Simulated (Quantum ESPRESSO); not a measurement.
**LiF (Griceite): the LO frequency by hand**

Wanted: the LO mode of LiF (Griceite) from the TO mode and the field response.

Main program and level: Quantum ESPRESSO 7.5; DFT LDA, scalar-relativistic, plane waves, PseudoDojo norm-conserving pseudopotentials.

**1. Set-up**

It takes space group Fm-3m (No. 225, cubic). Conventional cell: a = 3.905 Å, b = 3.905 Å, c = 3.905 Å, α = 90.00°, β = 90.00°, γ = 90.00°. Nearest to Li lie 6 F at 1.95 Å. F has 6 Li at 1.95 Å nearest. Farther neighbours and most contacts between anions are not listed.

As a file:

```xyz
2
Lattice="-1.9525 0.0000 1.9525 0.0000 1.9525 1.9525 -1.9525 1.9525 0.0000" Properties=species:S:1:pos:R:3 pbc="T T T"
Li    0.0000    0.0000    0.0000
F    -1.9525    1.9525    1.9525
```

This is the cell after its relaxation at this level of theory, not the database cell from which that began.

**2. What the response run gave**

A linear-response run on the relaxed cell, with the response to an electric field; only its zone-centre results are used. Cutoff 84 Ry, k mesh 8×8×8.

Output:

```text
[banners, grids, parts of the stress and lines that vanish by symmetry left out]
Program PHONON v.7.5
     Reading xml data from directory:

[...]
Exchange-correlation= PW
                           (   1   4   0   0   0   0   0)
[...]
(   8 q-points):
[...]
kinetic-energy cut-off    =      84.0000  Ry
     charge density cut-off    =     336.0000  Ry
     convergence threshold     =      1.0E-18
[...]
Exchange-correlation= PW
                           (   1   4   0   0   0   0   0)
[...]
q = (   0.0000000   0.0000000   0.0000000 )
     49 Sym.Ops. (with q -> -q+G )
     G cutoff =  231.7291  (  10417 G-vectors)     FFT grid: ( 32, 32, 32)
     number of k points=    29
[...]
Mode symmetry, O_h (m-3m)  point group:
[...]
Dielectric constant
[...]
End of electric fields calculation
          Dielectric constant in cartesian axis
          (       2.113504055       0.000000000      -0.000000000 )
          (       0.000000000       2.113504055       0.000000000 )
          (      -0.000000000      -0.000000000       2.113504055 )
          Effective charges (d Force / dE) in cartesian axis without acoustic sum rule applied (asr)
           atom    1  Li    Mean Z*:        1.04182
      Ex  (        1.04182       -0.00000       -0.00000 )
      Ey  (       -0.00000        1.04182        0.00000 )
      Ez  (       -0.00000        0.00000        1.04182 )
           atom    2  F     Mean Z*:       -1.04144
      Ex  (       -1.04144       -0.00000       -0.00000 )
      Ey  (       -0.00000       -1.04144       -0.00000 )
      Ez  (       -0.00000       -0.00000       -1.04144 )
          Effective charges Sum: Mean:        0.00038
[...]
Effective charges (d Force / dE) in cartesian axis with asr applied:
           atom    1  Li    Mean Z*:        1.04163
[...]
atom    2  F     Mean Z*:       -1.04163
[...]
Representation #   1 modes #   1   2   3
[...]
End of self-consistent calculation
     Convergence has been achieved
     Representation #   2 modes #   4   5   6
[...]
End of self-consistent calculation
     Convergence has been achieved
[...]
Dielectric constant in cartesian axis
          (       2.113504055       0.000000000      -0.000000000 )
          (       0.000000000       2.113504055       0.000000000 )
          (      -0.000000000      -0.000000000       2.113504055 )
          Effective charges (d Force / dE) in cartesian axis without acoustic sum rule applied (asr)
           atom    1  Li    Mean Z*:        1.04182
[...]
Mode symmetry, C_s (m)     point group:
[...]
q = (    0.530330086  -0.176776695   0.530330086 )
[...]
Mode symmetry, C_s (m)     point group:
     freq (   1-   1) =        241.6  [cm-1]   --> A''
     freq (   2-   2) =        289.3  [cm-1]   --> A'
     freq (   3-   3) =        352.5  [cm-1]   --> A''
     freq (   4-   4) =        361.2  [cm-1]   --> A'
     freq (   5-   5) =        382.9  [cm-1]   --> A'
     freq (   6-   6) =        531.3  [cm-1]   --> A'
[...]
Mode symmetry, C_2v (mm2)  point group:
[...]
q = (    0.353553391   0.000000000   0.353553391 )
[...]
Mode symmetry, C_2v (mm2)  point group:
     freq (   1-   1) =        227.8  [cm-1]   --> B_1  D_3  S_3
     freq (   2-   2) =        278.1  [cm-1]   --> B_2  D_4  S_4
     freq (   3-   3) =        322.8  [cm-1]   --> B_1  D_3  S_3
     freq (   4-   4) =        339.0  [cm-1]   --> A_1  D_1  S_1
     freq (   5-   5) =        392.5  [cm-1]   --> B_2  D_4  S_4
     freq (   6-   6) =        568.9  [cm-1]   --> A_1  D_1  S_1
[...]
Mode symmetry, D_4h(4/mmm) point group:
[...]
Convergence has been achieved
[...]
Convergence has been achieved
[...]
Convergence has been achieved
[...]
Convergence has been achieved
[...]
q = (    0.000000000  -0.707106781   0.000000000 )
[...]
freq (    5) =      11.387444 [THz] =     379.844255 [cm-1]
     freq (    6) =      14.537484 [THz] =     484.918275 [cm-1]
[...]
Mode symmetry, D_4h(4/mmm) point group:
     freq (   1-   2) =        253.0  [cm-1]   --> E_u  X_5' M_5'
     freq (   3-   3) =        376.7  [cm-1]   --> A_2u X_4' M_4'
     freq (   4-   5) =        379.8  [cm-1]   --> E_u  X_5' M_5'
     freq (   6-   6) =        484.9  [cm-1]   --> A_2u X_4' M_4'
[...]
Mode symmetry, D_2d (-42m) point group:
[...]
Representation #   1 mode #   1
[...]
Convergence has been achieved
     Representation #   2 mode #   2
[...]
Convergence has been achieved
     Representation #   3 modes #   3   4
[...]
End of self-consistent calculation
     Convergence has been achieved
     Representation #   4 modes #   5   6
[...]
End of self-consistent calculation
     Convergence has been achieved
[...]
q = (   -0.353553391  -0.707106781   0.000000000 )
[...]
freq (    1) =       8.708870 [THz] =     290.496621 [cm-1]
     freq (    2) =      10.011393 [THz] =     333.944112 [cm-1]
     freq (    3) =      10.011393 [THz] =     333.944112 [cm-1]
     freq (    4) =      11.971121 [THz] =     399.313626 [cm-1]
     freq (    5) =      12.843952 [THz] =     428.428139 [cm-1]
     freq (    6) =      12.843952 [THz] =     428.428139 [cm-1]
[...]
Mode symmetry, D_2d (-42m) point group:
     freq (   1-   1) =        290.5  [cm-1]   --> A_1  X_1  W_1
     freq (   2-   3) =        333.9  [cm-1]   --> E    X_5  W_3
     freq (   4-   4) =        399.3  [cm-1]   --> B_2  X_3  W_2
     freq (   5-   6) =        428.4  [cm-1]   --> E    X_5  W_3

   JOB DONE.
```

| quantity | value |
| --- | --- |
| cell volume Ω (Å³) | 14.886 |
| mass of Li (u) | 6.940 |
| mass of F (u) | 18.998 |
| Born charge of Li, raw (e) | 1.042 |
| Born charge of F, raw (e) | -1.041 |
| ε∞ | 2.114 |
| ω(TO) after the sum rule (cm⁻¹) | 342.9 |

**3. The calculation**

The charges must sum to zero over the cell; taking off their mean, 0.000 e, leaves Z* = 1.042 e on Li. In the polar mode Li moves against F, so the reduced mass is μ = 6.94 × 19.00 / 25.94 = 5.083 u.

A longitudinal wave builds up a field that adds to the restoring force: ω(LO)² = ω(TO)² + 4π Z*² / (μ Ω ε∞), in Hartree atomic units. With μ = 9266 electron masses and Ω = 100.46 bohr³ the second term is 6.9299e-06 Ha², or 333809 cm⁻² (1 Ha = 219474.6 cm⁻¹).

So ω(LO) = √(117553 + 333809) = 671.8 cm⁻¹, and by the Lyddane-Sachs-Teller relation ε₀ = ε∞ (ω(LO)/ω(TO))² = 8.12.

**4. Check against the program**

The analysis program adds the same non-analytic term to the full matrix, here for q along (1 0 0).

Output:

```text
[banner, memory and clock lines left out]
Program DYNMAT v.7.5

     Reading Dynamical Matrix from file x.dyn1
     ...Force constants read
     ...epsilon and Z* read

     Polarizability (A^3 units)
     multiply by 0.729305 for Clausius-Mossotti correction
         1.319083    0.000000   -0.000000
         0.000000    1.319083   -0.000000
        -0.000000    0.000000    1.319083

     IR activities are in (D/A)^2/amu units

# mode   [cm-1]    [THz]      IR
    1     -0.00   -0.0000    0.0000
    2      0.00    0.0000    0.0000
    3      0.00    0.0000    0.0000
    4    342.86   10.2785    4.9245
    5    342.86   10.2785    4.9245
    6    671.85   20.1414    4.9245
```

ε₀ comes from the program's run without a direction of q.

| quantity | by hand | program |
| --- | --- | --- |
| ω(LO) (cm⁻¹) | 671.8 | 671.9 |
| ε₀ | 8.12 | 8.12 |

**5. What came out**

* TO mode: 342.9 cm⁻¹
* LO mode: 671.9 cm⁻¹
* static dielectric constant: 8.116

The LO mode of LiF (Griceite) lies at 672 cm⁻¹, 329 cm⁻¹ above the TO mode; the formula meets the program within 0.1 cm⁻¹, as it must for a cubic crystal with one polar mode. ω(LO)² − ω(TO)² goes with Z*²/ε∞: an error of 5 % in ε∞ would move the LO mode by 11.9 cm⁻¹, and semilocal functionals tend to overestimate ε∞. These are harmonic values at zero temperature, at the volume of this functional, for the structure held cubic; stability elsewhere in the zone is no part of this calculation.

[Host names and launcher messages were left out of these logs when they were recorded.]

[Logs are printed without paths, hosts, clocks, repeated set-up lines and the standing remarks that a program may print on its own settings, such as how far it seeks lower states.]

[Hosts, paths, dates, database ids (printed as entryN), source tags and the programs' standing remarks are cut or masked in the printed files.]
